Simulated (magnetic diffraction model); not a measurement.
# Tb₆Lu₂Re below its ordering temperature

Space group P-62m (no. 189), a = 8.9920 Å, c = 3.7410 Å.

```
site  atom    x       y    z
  1b    Re    0       0  1/2
  2c    Lu  2/3     1/3    0
  3f    Tb    0  0.2840    0
  3g    Tb    0  0.6149  1/2
```

This is a made-up structure (elements placed in a structure type, unrelaxed), so the numbers test the method and describe no known phase.

Only Tb is taken to order (form factors of Tb3+); orders and moment sizes are assumed, and not adapted to the symmetry. Radiation: neutrons of λ = 1.909 Å, 3° to 65°; isotropic B of 0.23 Å² (Re), 0.22 Å² (Lu) and 0.18 Å² (Tb). The intensities are simulated: I ∝ L Σ (|F_N|² + |F_M⊥|²) for unpolarised neutrons, with F_M = 2.695 fm/μB × Σ f(s) S exp(2πi Q·r) exp(−B s²) at Q = H ± k (one set where k and −k are equivalent), only the part normal to Q counting and L = 1/(sin²θ cos θ). For collinear order S is the moment m, which repeats by lattice and centring translations R with the sign exp(−2πi k·R). Form factors are spin-only for 3d ions and dipole or tabulated for f ions, scattering lengths are Sears's of 1992, and absorption is left out. A label names one of the reflections at its angle. The strongest nuclear line in the range is 100, and lines under 0.2 are left out.

Above the ordering temperature:

```csv
2θ (°),index,I
14.08,(1 0 0),1.8
24.51,(1 1 0),1.2
28.38,(2 0 0),1.9
29.56,(0 0 1),0.6
32.89,(1 0 1),7.6
37.85,(2 1 0),29.1
38.77,(1 1 1),96.7
41.44,(2 0 1),70.2
43.15,(3 0 0),100.0
48.74,(2 1 1),41.4
50.25,(2 2 0),2.4
52.45,(3 1 0),13.7
53.17,(3 0 1),1.5
58.72,(4 0 0),2.9
59.39,(2 2 1),22.9
61.37,(0 0 2),27.7
61.37,(3 1 1),5.3
63.31,(1 0 2),0.2
64.59,(3 2 0),8.0
```

Below it (cell unchanged):

| 2θ (°) | I |
| --- | --- |
| 14.08 | 1.8 |
| 14.66 | 63.2 |
| 20.38 | 561.0 |
| 24.51 | 1.2 |
| 28.38 | 1.9 |
| 28.68 | 98.5 |
| 29.56 | 0.6 |
| 32.09 | 149.9 |
| 32.89 | 7.6 |
| 37.85 | 29.1 |
| 38.77 | 96.7 |
| 40.79 | 144.8 |
| 41.44 | 70.2 |
| 43.15 | 100.0 |
| 45.00 | 5.2 |
| 45.81 | 48.8 |
| 47.39 | 102.5 |
| 48.74 | 41.4 |
| 50.25 | 2.4 |
| 51.91 | 30.9 |
| 52.45 | 13.7 |
| 52.64 | 40.2 |
| 53.17 | 1.5 |
| 54.06 | 60.6 |
| 54.77 | 54.9 |
| 58.72 | 2.9 |
| 59.39 | 22.9 |
| 60.22 | 78.5 |
| 60.88 | 20.3 |
| 61.37 | 27.7 |
| 61.37 | 5.3 |
| 63.31 | 0.2 |
| 64.11 | 25.1 |
| 64.59 | 8.0 |

**Question.** Find the propagation vector, then choose among these models:
A. collinear moments along [101], 7.3 μB on Tb; signs + at (0, 0.2840, 0), + at (0.7160, 0.7160, 0), + at (0.2840, 0, 0), − at (0, 0.6149, 1/2), − at (0.3851, 0.3851, 1/2), − at (0.6149, 0, 1/2)
B. collinear moments along [101], 7.3 μB on Tb; signs + at (0, 0.2840, 0), − at (0.7160, 0.7160, 0), + at (0.2840, 0, 0), + at (0, 0.6149, 1/2), − at (0.3851, 0.3851, 1/2), + at (0.6149, 0, 1/2)
C. collinear moments along [100], 7.3 μB on Tb; signs + at (0, 0.2840, 0), + at (0.7160, 0.7160, 0), + at (0.2840, 0, 0), − at (0, 0.6149, 1/2), − at (0.3851, 0.3851, 1/2), − at (0.6149, 0, 1/2)
D. collinear moments along [100], 7.3 μB on Tb; signs + at (0, 0.2840, 0), − at (0.7160, 0.7160, 0), + at (0.2840, 0, 0), + at (0, 0.6149, 1/2), − at (0.3851, 0.3851, 1/2), + at (0.6149, 0, 1/2)

The new lines index as (0 0 1/2) at 14.66°, (1 0 1/2) at 20.38°, (1 1 1/2) at 28.68° and (2 0 1/2) at 32.09°, that is as H ± k with k = (0 0 1/2). Half indices mean that the moments reverse under translations with k·R a half-integer, and the magnetic cell has twice the primitive volume.

Magnetic intensity, observed (below minus above) and for each model:

| 2θ (°) | index | observed | A | B | C | D |
| --- | --- | --- | --- | --- | --- | --- |
| 14.66 | (0 0 1/2) | 63.2 | 484.6 | 53.8 | 568.5 | 63.2 |
| 20.38 | (1 0 1/2) | 561.0 | 39.8 | 467.1 | 42.1 | 561.0 |
| 28.68 | (1 1 1/2) | 98.5 | 428.2 | 106.4 | 418.3 | 98.5 |
| 32.09 | (2 0 1/2) | 149.9 | 49.8 | 173.8 | 47.7 | 149.9 |
| 40.79 | (2 1 1/2) | 144.8 | 85.0 | 160.3 | 78.9 | 144.8 |
| 47.39 | (1 0 3/2) | 102.5 | 6.6 | 94.3 | 7.7 | 102.5 |
| 51.91 | (1 1 3/2) | 30.9 | 126.0 | 25.9 | 141.2 | 30.9 |
| 54.06 | (2 0 3/2) | 60.6 | 17.0 | 49.5 | 18.9 | 60.6 |

Model D matches.

The structure used: k = (0 0 1/2), collinear moments along [100], 7.3 μB on Tb; signs + at (0, 0.2840, 0), − at (0.7160, 0.7160, 0), + at (0.2840, 0, 0), + at (0, 0.6149, 1/2), − at (0.3851, 0.3851, 1/2), + at (0.6149, 0, 1/2).

[Logs are printed without paths, hosts, clocks, repeated set-up lines and the standing remarks that a program may print on its own settings, such as how far it seeks lower states.]
